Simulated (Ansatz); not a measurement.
**BP (F-43m): thermal expansion from first principles**

Aim: the lattice, expansion, heat capacity and bulk modulus of BP as it warms.

Measurements to reproduce:
- volume expansion coefficient 9.6 1e-6/K near room temperature (given in “Thermal expansion coefficients of high thermal conducting BAs and BP materials (three times its linear coefficient)”, 2019, arxiv:1906.04101)

Main program and level: Ansatz 0.2.0; DFT LDA, scalar-relativistic, plane waves, PAW, in the first sound run; inputs show where later runs differ.

The raw output is cut from this account; settings, times and results stay.

### Step 1. Set-up

It takes space group F-43m (No. 216, cubic). Conventional cell: a = 4.538 Å, b = 4.538 Å, c = 4.538 Å, α = 90.00°, β = 90.00°, γ = 90.00°. B has 4 P at 1.97 Å nearest. Nearest to P lie 4 B at 1.97 Å. Farther neighbours, and contacts between anions beyond the nearest, are not listed.

### Step 2. Probe on a coarse mesh

A cheap single point shows whether the cell is a metal or an insulator and how far it is from rest; that sets the k-mesh and the occupations of what follows.

input.yaml

```yaml
crystal:
  lattice:
    - [0.0, 2.269, 2.269]
    - [2.269, 0.0, 2.269]
    - [2.269, 2.269, 0.0]
  atoms:
    - { symbol: B, position: [0.0, 0.0, 0.0] }
    - { symbol: P, position: [0.25, 0.25, 0.25] }
kpoints:
  mp_grid: { grid: [6, 6, 6] }
hamiltonian:
  xc: lda
scf:
  occupations: { method: gaussian, width: 0.1 }
output:
  forces: true
  stress: true
  eigenvalues: true
```

The run is started by

```console
$ ansatz run input.yaml --threads 4 --pin off --max-ram 16384MiB --backend cpu --events-out ev --progress --plain --runs-dir out
```

It took 0.24 s on 4 threads of Arm Neoverse V2, shared host; peak memory 0.24 GiB; 0.56 s of CPU time.

A gap read on the k-mesh alone can miss the band edges.

Numbers from this step:

```
pressure          : -5.108 GPa
gap on the k-mesh : 1.298 eV
volume per atom   : 11.68 Å³
```

The start is under -5.1 GPa at this level and looks like an insulator or semiconductor on this mesh.

### Step 3. Relaxation

The vibrations must be taken about the equilibrium of this functional, not about the starting cell, so the structure is relaxed.

input.yaml, the sections that differ from step 2:

```yaml
kpoints:
  mp_grid: { grid: [10, 10, 10] }
scf:
  occupations: { method: gaussian, width: 0.02 }
relax:
  adjacent_minimum: "off"
  f_tol: 0.005
  max_steps: 80
  cell: { stress_tol: 0.05 }
# crystal, hamiltonian, output: as in step 2
```

Wall time 1.8 s (4 threads); peak memory 0.28 GiB; 6 s of CPU time.

The steps of the relaxation:

```tsv
step	energy less that of the first step (eV)	largest force component (eV/Å)	pressure (GPa)	volume (Å³)
1	0.0000	0.0000	-5.23	23.36
2	-0.0101	0.0000	-2.38	22.96
3	-0.0128	0.0000	0.11	22.63
4	-0.0128	0.0000	0.00	22.64
5*	-0.0121	0.0000	-0.04	22.64
```

Relaxation steps marked * repeat the geometry before them on a plane-wave basis chosen anew for their cell, so energy and pressure can jump there.

Forces are held to the 24 operations that the program found; a distortion that breaks them can't arise in this run.

```tsv
conventional cell, symmetrised	before	after	change
a (Å)	4.538	4.491	-1.0 %
b (Å)	4.538	4.491	-1.0 %
c (Å)	4.538	4.491	-1.0 %
volume (Å³/atom)	11.68	11.32	-3.1 %
```

The relaxed structure:

```
B P
1.0
     0.00000    2.24540    2.24540
     2.24540    0.00000    2.24540
     2.24540    2.24540    0.00000
B P
1 1
Direct
  0.00000 0.00000 0.00000
  0.25000 0.25000 0.25000
```

Read from the output:

* pressure: -0.03759 GPa
* gap on the k-mesh: 1.151 eV
* volume per atom: 11.32 Å³

The relaxation ends with a pressure of -0.04 GPa.

### Step 4. Tight relaxation

The thresholds are tightened for a last relaxation ahead of the phonons.

input.yaml

```yaml
crystal:
  lattice:
    - [0.0, 2.2453968561, 2.2453968561]
    - [2.2453968561, 0.0, 2.2453968561]
    - [2.2453968561, 2.2453968561, 0.0]
  atoms:
    - { symbol: B, position: [0.0, 0.0, 0.0] }
    - { symbol: P, position: [0.25, 0.25, 0.25] }
kpoints:
  mp_grid: { grid: [12, 12, 12] }
hamiltonian:
  xc: lda
scf:
  occupations: { method: fixed }
output:
  forces: true
  stress: true
  eigenvalues: true
relax:
  adjacent_minimum: "off"
  f_tol: 0.001
  max_steps: 60
  cell: { stress_tol: 0.01 }
```

The job ended after 1.8 s (4 threads; peak memory 0.29 GiB).

Little changed from the start: no atom moved by 0.005 Å and no cell edge by 0.1 %.

Numbers from this step:

```
pressure          : 0.001495 GPa
gap on the k-mesh : 1.145 eV
```

The residual pressure is 0.0015 GPa, small enough for phonons.

### Step 5. The quasi-harmonic study, functional LDA, q-mesh 2×2×2

Thermal expansion follows from how the phonon free energy changes with strain, so the program makes strained cells, their phonons and a fit in one run.

input.yaml, the sections that differ from step 4:

```yaml
crystal:
  lattice:
    - [0.0, 2.2452187693, 2.2452187693]
    - [2.2452187693, 0.0, 2.2452187693]
    - [2.2452187693, 2.2452187693, 0.0]
  atoms:
    - { symbol: B, position: [0.0, 0.0, 0.0] }
    - { symbol: P, position: [0.25, 0.25, 0.25] }
output:
  eigenvalues: true
phonons:
  method: dfpt
  qmesh: [2, 2, 2]
  temperatures: { t_max: 800.0, t_step: 50 }
  thermal_expansion: {}
# kpoints, hamiltonian, scf: as in step 4
# relax: removed
```

Elapsed: 50 s, on 4 threads; peak memory 0.62 GiB; 3 min of CPU time.

Numbers from this step:

```
pressure                                         : -0.01150 GPa
volume expansion coefficient at 298 K            : 7.316 1e-6/K
C_P at 298 K                                     : 14.51 J/mol-atom/K
entropy at 298 K                                 : 10.44 J/mol-atom/K
isothermal bulk modulus at 298 K                 : 171.2 GPa
Grüneisen parameter at 298 K                     : 0.5943
volume at 298 K                                  : 11.42 Å³/atom
principal linear expansion coefficients at 298 K : 2.439, 2.439, 2.439 1e-6/K
```

Strained cells of the study; zero-point energy where phonons were solved; the pressures are stresses at the typed cutoff and can carry an offset from the finite basis. Expansion cells, by row:

```tsv
cell	|a| (Å)	|b| (Å)	|c| (Å)	V (Å³/atom)	E - E_lowest (meV/atom)	pressure, compression positive (GPa)	gap (eV)	zero-point energy (meV/atom)
1	3.175	3.175	3.175	11.32	0	-0.032	1.145	-
2	3.201	3.201	3.201	11.59	3.517	-4.046	1.175	-
3	3.15	3.15	3.15	11.05	3.578	4.361	1.114	-
4	3.175	3.175	3.175	11.32	0	-0.05	1.145	102.7
5	3.191	3.191	3.191	11.49	1.408	-2.604	1.164	101.2
6	3.183	3.183	3.183	11.4	0.317	-1.26	1.154	102
7	3.198	3.198	3.198	11.56	2.735	-3.586	1.171	100.6
8	3.144	3.144	3.144	10.99	5.594	5.509	1.107	-
9	3.16	3.16	3.16	11.15	1.371	2.653	1.126	-
10	3.209	3.209	3.209	11.68	6.081	-5.25	1.184	-
```

Quasi-harmonic; a, b, c are the run's own cell vectors. Expansion, by row:

```tsv
T (K)	a (Å)	b (Å)	c (Å)	alpha (deg)	beta (deg)	gamma (deg)	cell volume (Å³/cell)	alpha_a (1e-6/K)	alpha_b (1e-6/K)	alpha_c (1e-6/K)	alpha_V (1e-6/K)	C_P (J/mol-atom/K)	C_V (J/mol-atom/K)	S (J/mol-atom/K)	B_T (GPa)	B_S (GPa)	Grueneisen	extrapolation	fit error (1e-6/K)
0	3.184	3.184	3.184	60	60	60	22.82	0	0	0	0	0	0	0	172.3	172.3	-	0	0
50	3.184	3.184	3.184	60	60	60	22.82	0.02	0.02	0.02	0.05	0.591	0.591	0.184	172.3	172.3	0.102	0	0
100	3.184	3.184	3.184	60	60	60	22.82	0.16	0.16	0.16	0.47	3.373	3.373	1.37	172.3	172.3	0.166	0	0
150	3.184	3.184	3.184	60	60	60	22.82	0.55	0.55	0.55	1.65	6.545	6.544	3.341	172.1	172.2	0.299	0	0
200	3.184	3.184	3.184	60	60	60	22.82	1.16	1.16	1.16	3.48	9.566	9.563	5.642	171.9	172	0.43	0	0
250	3.184	3.184	3.184	60	60	60	22.83	1.83	1.83	1.83	5.5	12.29	12.28	8.077	171.6	171.7	0.529	0	0
298.1	3.185	3.185	3.185	60	60	60	22.84	2.44	2.44	2.44	7.32	14.51	14.49	10.44	171.2	171.4	0.594	0	0.01
300	3.185	3.185	3.185	60	60	60	22.84	2.46	2.46	2.46	7.38	14.59	14.57	10.53	171.2	171.4	0.596	0	0.01
350	3.185	3.185	3.185	60	60	60	22.85	2.99	2.99	2.99	8.98	16.45	16.41	12.92	170.7	171.1	0.642	0	0.01
400	3.185	3.185	3.185	60	60	60	22.86	3.43	3.43	3.43	10.3	17.93	17.88	15.22	170.2	170.7	0.675	0	0.01
450	3.186	3.186	3.186	60	60	60	22.87	3.79	3.79	3.79	11.37	19.11	19.04	17.4	169.7	170.3	0.698	0	0.01
500	3.187	3.187	3.187	60	60	60	22.88	4.08	4.08	4.08	12.24	20.04	19.96	19.46	169.2	169.9	0.715	0	0.01
550	3.187	3.187	3.187	60	60	60	22.9	4.32	4.32	4.32	12.96	20.8	20.69	21.41	168.6	169.5	0.728	0	0.01
600	3.188	3.188	3.188	60	60	60	22.91	4.52	4.52	4.52	13.55	21.41	21.28	23.25	168.1	169.1	0.738	0	0.01
650	3.189	3.189	3.189	60	60	60	22.93	4.68	4.68	4.68	14.05	21.91	21.77	24.98	167.5	168.6	0.747	0	0.01
700	3.19	3.19	3.19	60	60	60	22.94	4.83	4.83	4.83	14.48	22.33	22.16	26.62	166.9	168.2	0.753	0	0.01
750	3.19	3.19	3.19	60	60	60	22.96	4.95	4.95	4.95	14.84	22.68	22.49	28.17	166.3	167.7	0.759	0	0.02
800	3.191	3.191	3.191	60	60	60	22.98	5.05	5.05	5.05	15.16	22.98	22.77	29.65	165.7	167.3	0.764	0	0.02
```

The expansion coefficient by temperature; values in 1e-6/K:

```tsv
temperature (K)	volume	principal 1
0	0	0
50	0.05	0.02
100	0.47	0.16
150	1.65	0.55
200	3.48	1.16
250	5.5	1.83
298	7.32	2.44
300	7.38	2.46
350	8.98	2.99
400	10.3	3.43
450	11.4	3.79
500	12.2	4.08
550	13.0	4.32
600	13.6	4.52
650	14.1	4.68
700	14.5	4.83
750	14.8	4.95
800	15.2	5.05
```

At 298 K the volume expansion is 7.32 × 10⁻⁶/K and B_T is 171 GPa. The log warns that this q-mesh is too narrow, so the figure can be far off. The program raised the cutoff to 487.2 eV by itself: with no cutoff typed, the study takes about 1.16 times the default for its relaxations and scales it with the volume for the phonons.

### Step 6. The quasi-harmonic study, q-mesh 4×4×4

input.yaml: that of step 5 with these lines changed.

```diff
@@ -18,3 +18,3 @@
   method: dfpt
-  qmesh: [2, 2, 2]
+  qmesh: [4, 4, 4]
   temperatures: { t_max: 800.0, t_step: 50 }
```

Run time: 4 min. Hardware: 4 threads; peak memory 1.2 GiB.

Numbers from this step:

* volume expansion coefficient at 298 K: 8.636 1e-6/K
* C_P at 298 K: 14.54 J/mol-atom/K
* entropy at 298 K: 9.889 J/mol-atom/K
* isothermal bulk modulus at 298 K: 171.1 GPa
* Grüneisen parameter at 298 K: 0.7007
* principal linear expansion coefficients at 298 K: 2.879, 2.879, 2.879 1e-6/K

Strained cells of the study; zero-point energy where phonons were solved; the pressures are stresses at the typed cutoff and can carry an offset from the finite basis. Expansion cells, by row:

```tsv
cell	|a| (Å)	|b| (Å)	|c| (Å)	V (Å³/atom)	E - E_lowest (meV/atom)	pressure, compression positive (GPa)	gap (eV)	zero-point energy (meV/atom)
1	3.175	3.175	3.175	11.32	0	-0.032	1.145	-
2	3.201	3.201	3.201	11.59	3.517	-4.046	1.175	-
3	3.15	3.15	3.15	11.05	3.578	4.361	1.114	-
4	3.175	3.175	3.175	11.32	0	-0.05	1.145	102.8
5	3.191	3.191	3.191	11.49	1.408	-2.604	1.164	101.2
6	3.183	3.183	3.183	11.4	0.366	-1.352	1.154	102
7	3.199	3.199	3.199	11.58	3.164	-3.847	1.173	100.4
8	3.144	3.144	3.144	10.99	5.594	5.509	1.107	-
9	3.16	3.16	3.16	11.15	1.371	2.653	1.126	-
10	3.211	3.211	3.211	11.71	7.038	-5.625	1.187	-
```

Quasi-harmonic; a, b, c are the run's own cell vectors. Expansion, by row:

```tsv
T (K)	a (Å)	b (Å)	c (Å)	alpha (deg)	beta (deg)	gamma (deg)	cell volume (Å³/cell)	alpha_a (1e-6/K)	alpha_b (1e-6/K)	alpha_c (1e-6/K)	alpha_V (1e-6/K)	C_P (J/mol-atom/K)	C_V (J/mol-atom/K)	S (J/mol-atom/K)	B_T (GPa)	B_S (GPa)	Grueneisen	extrapolation	fit error (1e-6/K)
0	3.184	3.184	3.184	60	60	60	22.83	0	0	0	0	0	0	0	172.3	172.3	-	0	0
50	3.184	3.184	3.184	60	60	60	22.83	0.04	0.04	0.04	0.11	0.386	0.386	0.107	172.2	172.2	0.335	0	0
100	3.184	3.184	3.184	60	60	60	22.83	0.28	0.28	0.28	0.85	2.946	2.946	1.053	172.2	172.2	0.343	0	0
150	3.184	3.184	3.184	60	60	60	22.83	0.8	0.8	0.8	2.39	6.252	6.251	2.871	172.1	172.1	0.453	0	0
200	3.184	3.184	3.184	60	60	60	22.83	1.5	1.5	1.5	4.49	9.434	9.43	5.111	171.9	171.9	0.563	0	0
250	3.185	3.185	3.185	60	60	60	22.84	2.23	2.23	2.23	6.7	12.26	12.25	7.528	171.5	171.7	0.646	0	0.01
298.1	3.185	3.185	3.185	60	60	60	22.85	2.88	2.88	2.88	8.64	14.54	14.51	9.889	171.1	171.4	0.701	0	0.01
300	3.185	3.185	3.185	60	60	60	22.85	2.9	2.9	2.9	8.7	14.62	14.59	9.979	171.1	171.4	0.702	0	0.01
350	3.186	3.186	3.186	60	60	60	22.86	3.46	3.46	3.46	10.39	16.51	16.46	12.38	170.6	171.1	0.741	0	0.01
400	3.186	3.186	3.186	60	60	60	22.87	3.92	3.92	3.92	11.76	18	17.94	14.69	170.1	170.8	0.768	0	0.01
450	3.187	3.187	3.187	60	60	60	22.89	4.29	4.29	4.29	12.87	19.18	19.1	16.88	169.6	170.4	0.788	0	0.01
500	3.188	3.188	3.188	60	60	60	22.9	4.59	4.59	4.59	13.78	20.12	20.01	18.95	169	170	0.803	0	0.01
550	3.188	3.188	3.188	60	60	60	22.92	4.84	4.84	4.84	14.52	20.88	20.74	20.9	168.5	169.6	0.814	0	0.01
600	3.189	3.189	3.189	60	60	60	22.94	5.04	5.04	5.04	15.13	21.49	21.33	22.75	167.9	169.2	0.823	0	0.01
650	3.19	3.19	3.19	60	60	60	22.95	5.22	5.22	5.22	15.65	22	21.81	24.49	167.3	168.7	0.83	0	0.01
700	3.191	3.191	3.191	60	60	60	22.97	5.36	5.36	5.36	16.09	22.41	22.2	26.13	166.7	168.3	0.836	0	0.01
750	3.192	3.192	3.192	60	60	60	22.99	5.49	5.49	5.49	16.47	22.77	22.53	27.69	166.1	167.8	0.841	0	0.02
800	3.193	3.193	3.193	60	60	60	23.01	5.6	5.6	5.6	16.8	23.06	22.8	29.17	165.5	167.4	0.845	0	0.03
```

Expansion coefficient against temperature; values in 1e-6/K:

```tsv
temperature (K)	volume	principal 1
0	0	0
50	0.11	0.04
100	0.85	0.28
150	2.39	0.8
200	4.49	1.5
250	6.7	2.23
298	8.64	2.88
300	8.7	2.9
350	10.4	3.46
400	11.8	3.92
450	12.9	4.29
500	13.8	4.59
550	14.5	4.84
600	15.1	5.04
650	15.7	5.22
700	16.1	5.36
750	16.5	5.49
800	16.8	5.6
```

Changing the q-mesh (2×2×2 → 4×4×4) takes the volume expansion at 298 K from 7.32 to 8.64 × 10⁻⁶/K and B_T from 171 to 171 GPa.

### Step 7. A new level, relaxed again

The functional, the potentials or the cutoff change, so the crystal is relaxed again at the new setting.

This step: DFT PBE, scalar-relativistic, plane waves, PAW (Ansatz 0.2.0).

input.yaml, the sections that differ from step 6:

```yaml
hamiltonian:
  xc: pbe
output:
  forces: true
  stress: true
  eigenvalues: true
relax:
  adjacent_minimum: "off"
  f_tol: 0.001
  max_steps: 60
  cell: { stress_tol: 0.01 }
# crystal, kpoints, scf: as in step 6
# phonons: removed
```

Wall time 3.5 s (4 threads); peak memory 0.29 GiB.

Relaxation path:

```tsv
step	energy less that of the first step (eV)	largest force component (eV/Å)	pressure (GPa)	volume (Å³)
1	0.0000	0.0000	6.71	22.64
2	-0.0137	0.0000	3.00	23.10
3	-0.0172	0.0000	0.15	23.50
4	-0.0171	0.0000	0.00	23.52
5*	-0.0180	0.0000	0.05	23.52
6	-0.0180	0.0000	0.00	23.52
7*	-0.0180	0.0000	0.00	23.52
```

Relaxation steps marked * repeat the geometry before them on a plane-wave basis chosen anew for their cell, so energy and pressure can jump there.

The run keeps the 24 symmetry operations that the program found, so distortions that break them were not tested.

```tsv
conventional cell, symmetrised	before	after	change
a (Å)	4.490	4.548	+1.3 %
b (Å)	4.490	4.548	+1.3 %
c (Å)	4.490	4.548	+1.3 %
volume (Å³/atom)	11.32	11.76	+3.9 %
```

Final coordinates:

```xyz
2
Lattice="0.0000 2.2742 2.2742 2.2742 0.0000 2.2742 2.2742 2.2742 0.0000" Properties=species:S:1:pos:R:3 pbc="T T T"
B     0.0000    0.0000    0.0000
P     1.1371    1.1371    1.1371
```

Read from the output:

- pressure: 1.84e-4 GPa
- gap on the k-mesh: 1.249 eV
- volume per atom: 11.76 Å³

The residual pressure is 1.8e-4 GPa, small enough for phonons.

### Step 8. Phonons on strained cells, q-mesh 4×4×4

The study relaxes the crystal at several strains, solves the phonons on some of them and minimises energy plus vibrational free energy at each temperature; the q-mesh sets how far the force constants reach.

input.yaml, the sections that differ from step 7:

```yaml
crystal:
  lattice:
    - [0.0, 2.2742048724, 2.2742048724]
    - [2.2742048724, 0.0, 2.2742048724]
    - [2.2742048724, 2.2742048724, 0.0]
  atoms:
    - { symbol: B, position: [0.0, 0.0, 0.0] }
    - { symbol: P, position: [0.25, 0.25, 0.25] }
output:
  eigenvalues: true
phonons:
  method: dfpt
  qmesh: [4, 4, 4]
  temperatures: { t_max: 800.0, t_step: 50 }
  thermal_expansion: {}
# kpoints, hamiltonian, scf: as in step 7
# relax: removed
```

It took 4.5 min on 4 threads; peak memory 1.2 GiB.

Strained cells of the study; zero-point energy where phonons were solved; the pressures are stresses at the typed cutoff and can carry an offset from the finite basis. Expansion cells, by row:

```tsv
cell	|a| (Å)	|b| (Å)	|c| (Å)	V (Å³/atom)	E - E_lowest (meV/atom)	pressure, compression positive (GPa)	gap (eV)	zero-point energy (meV/atom)
1	3.216	3.216	3.216	11.76	0	-0.025	1.249	-
2	3.242	3.242	3.242	12.05	3.366	-3.724	1.283	-
3	3.191	3.191	3.191	11.48	3.43	4.028	1.215	-
4	3.216	3.216	3.216	11.76	0	-0.043	1.25	99.98
5	3.232	3.232	3.232	11.94	1.35	-2.398	1.271	98.45
6	3.225	3.225	3.225	11.86	0.391	-1.311	1.261	99.17
7	3.242	3.242	3.242	12.05	3.385	-3.734	1.283	97.54
8	3.184	3.184	3.184	11.42	5.361	5.086	1.206	-
9	3.2	3.2	3.2	11.59	1.313	2.45	1.228	-
10	3.255	3.255	3.255	12.19	7.524	-5.453	1.3	-
```

Changing the level of theory (LDA → PBE) takes the volume expansion at 298 K from 8.64 to 9.68 × 10⁻⁶/K and B_T from 171 to 158 GPa.

### Step 9. Side by side

Times are for 4 threads of Arm Neoverse V2, shared host. The series side by side:

```tsv
no.	functional	cutoff (eV)	k-mesh	q-mesh	method	pressure (GPa)	volume expansion coefficient at 298 K (1e-6/K)	C_P at 298 K (J/mol-atom/K)	isothermal bulk modulus at 298 K (GPa)	time	memory (GiB)
1	lda	487.2	12×12×12	2×2×2	dfpt	0	7.316	14.51	171.2	50 s	0.62
2	lda	487.2	12×12×12	4×4×4	dfpt	0	8.636	14.54	171.1	4 min	1.2
3	pbe	487.2	12×12×12	4×4×4	dfpt	0	9.683	14.89	157.5	4.5 min	1.2
```

The runs together, line volume. Table of expansion coefficient by temperature; values in 1e-6/K:

```tsv
temperature (K)	lda, 487.2, 12×12×12, 2×2×2, dfpt, 0	lda, 487.2, 12×12×12, 4×4×4, dfpt, 0	pbe, 487.2, 12×12×12, 4×4×4, dfpt, 0
0	0	0	0
50	0.05	0.11	0.13
100	0.47	0.85	1.03
150	1.65	2.39	2.83
200	3.48	4.49	5.2
250	5.5	6.7	7.62
298	7.32	8.64	9.68
300	7.38	8.7	9.76
350	8.98	10.4	11.5
400	10.3	11.8	12.9
450	11.4	12.9	14.1
500	12.2	13.8	15.0
550	13.0	14.5	15.8
600	13.6	15.1	16.4
650	14.1	15.7	16.9
700	14.5	16.1	17.4
750	14.8	16.5	17.8
800	15.2	16.8	18.1
```

The runs together, line C_P. Table of heat capacity by temperature; values in J/mol-atom/K:

```tsv
temperature (K)	lda, 487.2, 12×12×12, 2×2×2, dfpt, 0	lda, 487.2, 12×12×12, 4×4×4, dfpt, 0	pbe, 487.2, 12×12×12, 4×4×4, dfpt, 0
0	0	0	0
50	0.591	0.386	0.396
100	3.37	2.95	3.02
150	6.54	6.25	6.43
200	9.57	9.43	9.72
250	12.3	12.3	12.6
298	14.5	14.5	14.9
300	14.6	14.6	15.0
350	16.4	16.5	16.8
400	17.9	18.0	18.3
450	19.1	19.2	19.5
500	20.0	20.1	20.4
550	20.8	20.9	21.1
600	21.4	21.5	21.7
650	21.9	22.0	22.2
700	22.3	22.4	22.6
750	22.7	22.8	22.9
800	23.0	23.1	23.2
```

### Step 10. What came out

```json
{"settings of these figures": "PBE, 487.2 eV, k 12×12×12, q 4×4×4", "volume expansion coefficient at 298 K": "9.683 1e-6/K", "C_P at 298 K": "14.89 J/mol-atom/K", "entropy at 298 K": "10.16 J/mol-atom/K", "isothermal bulk modulus at 298 K": "157.5 GPa", "Grüneisen parameter at 298 K": "0.7339", "volume at 298 K": "11.88 Å³/atom", "principal linear expansion coefficients at 298 K": "3.228, 3.228, 3.228 1e-6/K"}
```

What this shows: Near room temperature BP expands by 9.68 × 10⁻⁶/K in volume at this level, with C_P = 14.9 J/(mol K) per mole of atoms and B_T = 158 GPa. C_P at room temperature is 60 % of the classical 3R an atom, so the stiffest modes are still partly frozen out. A measured volume expansion coefficient near room temperature is 9.6 1e-6/K (arxiv:1906.04101); the calculated 9.68 1e-6/K differs by +1 %. The levels of theory differ by up to 1.0 × 10⁻⁶/K in the volume expansion at 298 K. The interpolation has no quadrupole term, so branches near the zone centre are less sure, since some sites of this crystal are not centres of inversion.

[Long decimals in the printed logs are rounded to 6 places.]

[Logs are printed without paths, hosts, clocks, repeated set-up lines and the standing remarks that a program may print on its own settings, such as how far it seeks lower states.]

[Hosts, paths, dates, database ids (printed as entryN), source tags and the programs' standing remarks are cut or masked in the printed files.]

[Where the starting crystal was built by hand or by swapping elements, it need not be the compound's stable phase.]

[A step with changed settings may run another functional than the one named; its input shows which.]

[Pressures of single members of a volume series are the stress at the run's cutoff; with an incomplete basis they can lie off −dE/dV of the same runs, and they are not shown converged.]
